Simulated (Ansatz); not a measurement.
# Quasiparticle gap of La2O3 (P-3m1), part 2 of 2

Wanted: the gap of La2O3 (P-3m1) with a many-body correction, and the time that it takes.

Ansatz 0.2.0; HSE06, then G0W0 on it, plane waves, PAW. Known limits of the many-body steps: finite bands, screening cutoff and k mesh; no spin-orbit coupling in G0W0.

So far. Step 2 (HSE06 levels on the mesh and at listed points): Over mesh and listed points the gap is 5.286 eV, from k = (0.500, 0.000, 0.500) to k = (0.333, 0.333, 0.000). The least direct gap found is 5.414 eV, at k = (0.333, 0.333, 0.000). The program's warnings for this run: stress exchange threshold loose; stress scf threshold loose.

In doubt: masses and optical values from hybrid runs of this build are listed as unsure (step 3), which bears on the screening that GW takes from such a start.

### Step 3. G0W0 on the 6×6×2 mesh

G0W0 replaces the xc potential by a self-energy built once from the orbitals of the start. Levels are corrected in the window of bands that the input names, at points of the mesh.

This step: G0W0 on HSE06, plane waves, PAW.

Input file input.yaml:

```yaml
crystal:
  lattice:
    - [3.930777878, 0.0, 0.0]
    - [-1.965388939, 3.404153499, 0.0]
    - [0.0, 0.0, 6.11195352]
  atoms:
    - { symbol: La, position: [0.66666667, 0.33333333, 0.75376432] }
    - { symbol: La, position: [0.33333333, 0.66666667, 0.24623568] }
    - { symbol: O, position: [0.66666667, 0.33333333, 0.35410935] }
    - { symbol: O, position: [0.33333333, 0.66666667, 0.64589065] }
    - { symbol: O, position: [0.0, 0.0, 0.0] }
kpoints:
  mp_grid: { grid: [6, 6, 2] }
hamiltonian:
  xc: hse06
scf:
  occupations: { method: fixed }
gw:
  n_empty_bands: 525
  ecut_chi: 200.0
  qp_bands: [v2, c2]
  qp_kpoints: band_edges
  screening: { model: contour_deformation }
```

Run with:

```console
ansatz run input.yaml --threads 3 --pin off --max-ram 64512MiB --backend cuda --events-out ev --progress --plain --runs-dir out --devices 1 --max-vram 24GiB  # rebuilt from the run's record
```

Numbers of over 12 decimals in the logs are rounded to 6 here.

What it wrote:

```text
GPUs: using 1 of 1 available (devices: 1).
[...]
GPU FFT provider: cuFFT
GPU libraries: cuBLAS 13.8.2, cuFFT 12.4.0, cuSOLVER 12.3.4
Crystal: 5 atoms, lattice volume = 81.784 Å³
Basis set: ecut = 420 eV, 1641 PW (Γ)
Bands: 25, of which v1, the nominal top of the filled ones, is band 20 counted from 1 (19 counted from 0)
Symmetry: 12 space group operations
[...]
k-points: 14 of 72
[...]
GPU buffer pool allocated for 32805 grid points (all kernels)
[...]
SCF iter   1: F=—  HF=-14212.054349 eV  |F-HF|=—  |Δ(HF+E_count)|=         —  Δρ=2.13e-3  dr2=3.31e-3  ethr=1.77e-3  ⟨swp⟩=5.9  Hψ=1926  notcnv=0
[...]
SCF iter   3: F=-14212.058076 eV  HF=-14212.057873 eV  |F-HF|=2.03e-4  |Δ(HF+E_count)|=   2.77e-4  Δρ=9.07e-4  dr2=3.80e-4  ethr=7.40e-6  ⟨swp⟩=4.7  Hψ=963  notcnv=0  defer=1
SCF 1 stopped early in 3 iterations: F = -14212.058076 eV  dr2 = 3.80e-4
[...]
GPU FFT provider: cuFFT
GPU libraries: cuBLAS 13.8.2, cuFFT 12.4.0, cuSOLVER 12.3.4
[...]
GPU buffer pool allocated for 32805 grid points (all kernels)
[...]
Frozen-core exchange: fock
SCF iter   1: F=—  HF=-14220.636248 eV  |F-HF|=—  |Δ(HF+E_count)|=         —  Δρ=1.23e-2  dr2=2.24e-1  ethr=9.49e-6  ⟨swp⟩=15.4  Hψ=2598  notcnv=0
[...]
SCF iter   7: F=-14220.590962 eV  HF=-14220.590963 eV  |F-HF|=8.55e-7  |Δ(HF+E_count)|=   3.58e-5  Δρ=4.10e-5  dr2=3.36e-5  ethr=3.60e-7  ⟨swp⟩=3.9  Hψ=881  notcnv=0
SCF 2 stopped early in 7 iterations: F = -14220.590962 eV  dr2 = 3.36e-5
[...]
hybrid outer 1: dexx = +3.390e-2 eV, tail = 1.72e-4 eV
GPU FFT provider: cuFFT
GPU libraries: cuBLAS 13.8.2, cuFFT 12.4.0, cuSOLVER 12.3.4
GPU buffer pool allocated for 32805 grid points (all kernels)
[...]
Frozen-core exchange: fock
SCF iter   1: F=—  HF=-14220.589432 eV  |F-HF|=—  |Δ(HF+E_count)|=         —  Δρ=1.57e-4  dr2=1.41e-5  ethr=2.15e-6  ⟨swp⟩=9.6  Hψ=1165  notcnv=0
[...]
SCF iter   3: F=-14220.589433 eV  HF=-14220.589433 eV  |F-HF|=4.03e-8  |Δ(HF+E_count)|=   2.78e-6  Δρ=1.22e-5  dr2=7.13e-8  ethr=9.09e-10  ⟨swp⟩=7.9  Hψ=1552  notcnv=0  defer=58
SCF 3 converged in 3 iterations: F = -14220.589433 eV  dr2 = 7.13e-8
[...]
NSCF: frozen V_eff on 14 k-points
Exchange-term sweep: 0 of 14 (spin, k) points
Exchange-term sweep: 1 of 14 (spin, k) points
Exchange-term sweep: 2 of 14 (spin, k) points
Exchange-term sweep: 3 of 14 (spin, k) points
Exchange-term sweep: 4 of 14 (spin, k) points
Exchange-term sweep: 5 of 14 (spin, k) points
Exchange-term sweep: 6 of 14 (spin, k) points
Exchange-term sweep: 7 of 14 (spin, k) points
Exchange-term sweep: 8 of 14 (spin, k) points
Exchange-term sweep: 9 of 14 (spin, k) points
Exchange-term sweep: 10 of 14 (spin, k) points
Exchange-term sweep: 11 of 14 (spin, k) points
Exchange-term sweep: 12 of 14 (spin, k) points
Exchange-term sweep: 13 of 14 (spin, k) points
Exchange-term sweep: 14 of 14 (spin, k) points
G₀W₀ screening: q 1/14
[... further progress lines ...]
[...]
Free energy (F): -14220.589434 eV
Frozen-core exchange: fock
[...]
Internal energy: -14220.589434 eV  (E = F + TS)
E sigma→0 (E₀):  -14220.589434 eV
Fermi energy:    8.770665 eV
[...]
--- Band table (eV; the first three rows and the last of 14) ---
  k-point 0: bands = [... 16 lower, 6.9683, 8.3702, 8.3702, 8.6660, 14.8406, 15.0018]
  k-point 1: bands = [... 16 lower, 7.7231, 7.9239, 8.4679, 8.4679, 15.4017, 15.4017]
  k-point 2: bands = [... 16 lower, 7.5733, 7.9983, 8.3545, 8.5668, 14.8354, 15.2249]
  k-point 13: bands = [... 16 lower, 8.1336, 8.4636, 8.4636, 8.5341, 14.6472, 15.4087]
  guard bands above this table: 3 of the run's 25 bands. The solve was not asked for them (output.publish_guard_bands: true or output.eigenvalues: true publishes all)
--- G₀W₀: contour deformation, 6 samples at zero and on the imaginary axis and 1 off it, 72 q-points, 525 empty bands' worth ---
  eigenvalues of the whole cell's RPA ε∞ on this k-mesh (on a slab, of 1 + 4πα/V) = 3.6369, 3.7029, 3.7029; static W/v taken at q = 0 is 0.272908
  bands read: the sum over 545 bands ends inside a degenerate multiplet in 1 slot, whose members it reads at an even weight; the widest, k=0: bands 545 to 546 (counted from 1) at 1/2 each
  gw.qp_kpoints: band_edges: 14 of 14 stored k-points solved, in 1 pass; an edge of the gap read off the rows below is read off those points alone
    ik  band        ε_KS         Σx   Σc(E_QP)       V_xc       Z   E_QP_lin       E_QP  E_QP is
     0    19      8.3702   -24.5012     3.7160   -20.6452  0.7753     8.2300     8.2302  root
     0    20      8.6660   -25.0539     3.7601   -21.1880  0.7771     8.5600     8.5602  root
     0    21     14.8406    -7.1880    -4.4537   -12.1815  0.8472    15.3824    15.3804  root
     0    22     15.0018    -7.9828    -4.6378   -13.1507  0.8397    15.5340    15.5319  root
     1    19      8.4679   -24.8159     3.7286   -20.9598  0.7752     8.3403     8.3405  root
     1    20      8.4679   -24.8159     3.7286   -20.9598  0.7752     8.3403     8.3405  root
     1    21     15.4017    -9.3886    -4.9611   -15.1924  0.8306    16.2504    16.2444  root
     1    22     15.4017    -9.3886    -4.9611   -15.1924  0.8306    16.2504    16.2444  root
     2    19      8.3545   -24.4749     3.6874   -20.6362  0.7766     8.2029     8.2032  root
     2    20      8.5668   -24.8887     3.7726   -20.9951  0.7760     8.4458     8.4459  root
     2    21     14.8354    -8.3876    -4.5128   -13.4892  0.8380    15.4267    15.4242  root
     2    22     15.2249    -8.7844    -4.8017   -14.3370  0.8345    15.9803    15.9758  root
     3    19      8.3204   -24.4978     3.7077   -20.6355  0.7755     8.1656     8.1659  root
     3    20      8.6204   -24.9322     3.6993   -21.1050  0.7772     8.4924     8.4926  root
     3    21     15.0842    -9.5293    -4.6822   -15.0249  0.8311    15.9029    15.8977  root
     3    22     15.5586    -8.9820    -4.7911   -14.4940  0.8325    16.2838    16.2796  root
     4    19      8.3985   -24.8356     3.6681   -21.0164  0.7788     8.2472     8.2475  root
     4    20      8.4588   -24.9022     3.8196   -20.9485  0.7747     8.3245     8.3248  root
     4    21     14.3380    -8.6367    -4.2649   -13.4424  0.8378    14.8808    14.8788  root
     4    22     15.5085   -10.0883    -5.0420   -16.1292  0.8265    16.5160    16.5073  root
     5    19      8.4057   -24.8239     3.8182   -20.8767  0.7746     8.2766     8.2768  root
     5    20      8.7026   -25.0754     3.7057   -21.2417  0.7771     8.5745     8.5747  root
     5    21     14.9847    -9.9549    -4.6159   -15.3941  0.8293    15.8132    15.8080  root
     5    22     15.3547    -9.4319    -4.5035   -14.6330  0.8307    16.0561    16.0523  root
     6    19      8.3095   -24.7890     3.6539   -20.9647  0.7785     8.1388     8.1391  root
     6    20      8.4463   -25.1836     3.8013   -21.2769  0.7755     8.3408     8.3410  root
     6    21     14.1484    -8.7947    -4.1896   -13.5301  0.8374    14.6962    14.6942  root
     6    22     15.6788   -10.8648    -5.4394   -17.6510  0.8262    17.0427    17.0257  root
     7    19      8.3720   -25.1659     3.6585   -21.3640  0.7814     8.2284     8.2287  root
     7    20      8.7707   -25.1968     3.7055   -21.3632  0.7769     8.6425     8.6427  root
     7    21     15.0082   -10.2007    -4.7438   -15.8512  0.8282    15.9215    15.9149  root
     7    22     15.2070    -9.6550    -4.4306   -14.8166  0.8298    15.9421    15.9380  root
     8    19      8.1750   -24.3684     3.7064   -20.4922  0.7774     8.0049     8.0052  root
     8    20      8.5610   -25.0831     3.7976   -21.1625  0.7754     8.4379     8.4381  root
     8    21     14.5279    -8.2576    -4.3251   -13.0929  0.8393    15.0400    15.0382  root
     8    22     15.1472    -9.5734    -4.6657   -14.9961  0.8298    15.9087    15.9042  root
     9    19      8.4796   -24.9805     3.8177   -21.0472  0.7746     8.3639     8.3640  root
     9    20      8.6814   -24.9595     3.6712   -21.1536  0.7782     8.5466     8.5468  root
     9    21     15.1457   -10.2049    -4.5486   -15.5891  0.8270    15.9868    15.9813  root
     9    22     15.2806    -9.2055    -4.7568   -14.7020  0.8319    16.0247    16.0203  root
[...]
11    19      8.4495   -25.0959     3.7017   -21.2534  0.7791     8.3086     8.3089  root
    11    20      8.7502   -25.3020     3.6776   -21.4983  0.7788     8.6239     8.6241  root
    11    21     14.9713    -9.3339    -4.3373   -14.3334  0.8328    15.6366    15.6334  root
    11    22     15.2029    -9.6441    -4.7783   -15.2513  0.8299    16.0374    16.0319  root
    12    19      7.8816   -23.9788     3.7505   -20.0477  0.7728     7.7007     7.7010  root
    12    20      8.6435   -25.7057     3.6288   -21.9425  0.7855     8.5090     8.5092  root
    12    21     14.0573    -7.7434    -4.0162   -12.1117  0.8441    14.4101    14.4093  root
    12    22     15.4375   -10.0147    -4.9202   -15.8455  0.8261    16.3550    16.3480  root
    13    19      8.4636   -24.9351     3.7275   -21.0647  0.7756     8.3206     8.3208  root
    13    20      8.5341   -25.6407     3.6602   -21.8605  0.7840     8.4140     8.4141  root
    13    21     14.6472    -8.7344    -4.2131   -13.5129  0.8379    15.2148    15.2126  root
    13    22     15.4087    -8.4624    -4.7992   -13.9077  0.8339    16.0582    16.0548  root
```

The job ended after 52 s (1 × NVIDIA H100 80GB HBM3 (shared by 3 runs) with 3 threads of AMD EPYC 7R13 (Zen 3), shared host; peak memory 2.3 GiB).

Numbers from this step:

```yaml
bands_summed: 545
rpa_eps_infinity_on_this_mesh_eigenvalues: 3.637, 3.703, 3.703
plane_waves_in_the_screening_matrix: 537
q_points_in_the_mesh: 72
g0w0_gap_over_the_corrected_points: 5.767 eV
k_of_the_valence_top: 0, -0.5, -0.5
k_of_the_conduction_bottom: 0.3333, 0.3333, 0
starting_gap_on_the_mesh: 5.287 eV
z_at_the_valence_top: 0.7769
z_at_the_conduction_bottom: 0.8441
least_direct_g0w0_gap_over_the_corrected_points: 5.900 eV
```

Over all 14 irreducible mesh points the G0W0 gap is 5.767 eV, from k = (0.000, -0.500, -0.500) to k = (0.333, 0.333, 0.000). The HSE06 gap of this run on the mesh is 5.287 eV. The two states that bound the G0W0 gap lie that far apart at the start, so the correction of the gap is 5.767 − 5.287 = +0.480 eV.

Labels follow the order of the start: v1 is the top filled band, c1 the lowest empty one; levels that stay degenerate share a row, the window can cut a multiplet, doubted levels are not marked in this list, bands outside the window were not corrected, and the list may be a part of the corrected levels. Levels before and after the correction, in eV, zero at the valence-band top of each column:

```tsv
	conduction bottom	valence top
HSE06	5.29	0.00
G0W0	5.77	0.00
```

```tsv
	level	occupation	energy (eV)
HSE06	(0 -0.5 -0.5) v2	2	-0.399
HSE06	(0 -0.5 -0.5) v1	2	0.000
HSE06	(0 -0.5 -0.5) c1	0	6.238
HSE06	(0 -0.5 -0.5) c2	0	6.436
HSE06	(0.333 0.333 0) v2	2	-0.889
HSE06	(0.333 0.333 0) v1	2	-0.127
HSE06	(0.333 0.333 0) c1	0	5.287
HSE06	(0.333 0.333 0) c2	0	6.667
G0W0	(0 -0.5 -0.5) v2	2	-0.414
G0W0	(0 -0.5 -0.5) v1	2	0.000
G0W0	(0 -0.5 -0.5) c1	0	7.272
G0W0	(0 -0.5 -0.5) c2	0	7.295
G0W0	(0.333 0.333 0) v2	2	-0.942
G0W0	(0.333 0.333 0) v1	2	-0.133
G0W0	(0.333 0.333 0) c1	0	5.767
G0W0	(0.333 0.333 0) c2	0	7.705
```

The parts of the quasiparticle energy for the two states that bound the G0W0 gap, in eV on the run's own scale (QP = start + Σx + Σc − Vxc, with Σc at the quasiparticle energy):

```tsv
edge	k	band	start	Σx	Σc	Vxc	Z	QP
valence top	(0.000, -0.500, -0.500)	20	8.771	−25.197	3.705	−21.363	0.777	8.643
conduction bottom	(0.333, 0.333, 0.000)	21	14.057	−7.743	−4.016	−12.112	0.844	14.409
```

For a hybrid start, Vxc holds its share of exact exchange.

### Step 4. The runs together

Each gap is the least one over the points named; times are wall times on shared hosts, not benchmarks. A G0W0 time includes the run's own self-consistent start. Runs with listed points see these and the mesh alone, so an edge that moves elsewhere is missed. Symmetry makes (0.500, 0.000, 0.500) and (0.000, -0.500, -0.500) one point.

```tsv
level	mesh	files, cutoff	bands summed, screening	points	gap (eV)	valence top	conduction bottom	least direct gap (eV)	time
HSE06	6×6×2	soft_2 PAW, 420 eV	-	mesh and listed points	5.286	(0.500, 0.000, 0.500)	(0.333, 0.333, 0.000)	5.414	51 s
G0W0@HSE06	6×6×2	soft_2 PAW, 420 eV	545, 200 eV	all 14 irreducible mesh points	5.767	(0.000, -0.500, -0.500)	(0.333, 0.333, 0.000)	5.900	52 s
```

### Step 5. Results

```
HSE06 gap over mesh and listed points              : 5.286 eV, from k = (0.500, 0.000, 0.500) to k = (0.333, 0.333, 0.000)
G0W0@HSE06 gap over all 14 irreducible mesh points : 5.767 eV, from k = (0.000, -0.500, -0.500) to k = (0.333, 0.333, 0.000)
GW settings                                        : 6×6×2 mesh, 525 empty bands, screening to 200 eV
known limits                                       : finite bands, screening cutoff and k mesh; no spin-orbit coupling in G0W0
```

In words: Over all 14 irreducible mesh points the G0W0 gap is 5.767 eV, from k = (0.000, -0.500, -0.500) to k = (0.333, 0.333, 0.000). The HSE06 gap of this run on the mesh is 5.287 eV. The two states that bound the G0W0 gap lie that far apart at the start, so the correction of the gap is 5.767 − 5.287 = +0.480 eV. The valence state moves by 8.643 − 8.771 = −0.128 eV and the conduction state by 14.409 − 14.057 = +0.352 eV, on the run's own scale; how far single levels stand from their limit in bands is not shown. Both edges that HSE06 shows over mesh and listed points lie at k points where levels were corrected. Levels at other points were not corrected, so a lower G0W0 gap elsewhere in the zone is not ruled out. No second run with other bands and screening cutoff is shown, so the distance to the basis limit is not known. On another start, G0W0@PBE runs of this series (6×6×2 mesh, soft_2 PAW; not shown as steps) give 5.346 eV with 205 bands and 100 eV and 5.477 eV with 545 bands and 200 eV. G0W0 on other starts in this series, not shown as steps and not all at these settings: 5.477 eV on PBE (6×6×2, soft_2 PAW, 545 bands, 200 eV) and 5.987 eV on PBE0 (6×6×2, soft_2 PAW, 545 bands, 200 eV). Two runs of this series at another level, not shown as steps, test spin-orbit coupling. PBE+SOC against PBE: 3.828 − 3.841 = −0.013 eV, with the same mesh, set of files (read in its fully relativistic form for the spin-orbit run) and cutoff, and both edges at the same k points. The spin-orbit run sees mesh and listed points alone, so its gap is an upper bound: the coupling can move an edge off these points, and the change over the zone, its sign included where it is small, is not known. What spin-orbit coupling does to the G0W0 levels was not computed, so no sum with the G0W0 gap is formed. The G0W0 runs are scalar-relativistic. The cell holds La; where the f levels lie against the gap was not analysed here. No pair of G0W0 runs that differ in the mesh alone is shown (6×6×2 is a supercell whose nearest images lie 12 Å apart), so the error from the mesh is not known here. G0W0 is shown with one set of atomic data (soft_2 PAW), so the error from the files is not known here.

[Paths, hosts, dates, memory and timing lines, banners, echoed tables and standing remarks are left out of the program output.]

[Logs are printed without paths, hosts, clocks, repeated set-up lines and the standing remarks that a program may print on its own settings, such as how far it seeks lower states.]

[Runs of the session that timed out or met a known fault of the program may be left out.]

[Cells called generated may have been cut or substituted from an entry of the Crystallography Open Database or the Materials Project.]

[Hosts, paths, dates, database ids (printed as entryN), source tags and the programs' standing remarks are cut or masked in the printed files.]

[Where an RPA ε∞ is given, it is that of the G0W0 mesh and is not shown converged in it. Names of k-points follow the symmetry that the program found, which can be lower than the space group named. Band edges on a path are those of the sampled points; other points can move an edge, and change direct to indirect where valleys lie close.]

[Hybrid gaps are those of their k-mesh and are not shown converged in it.]
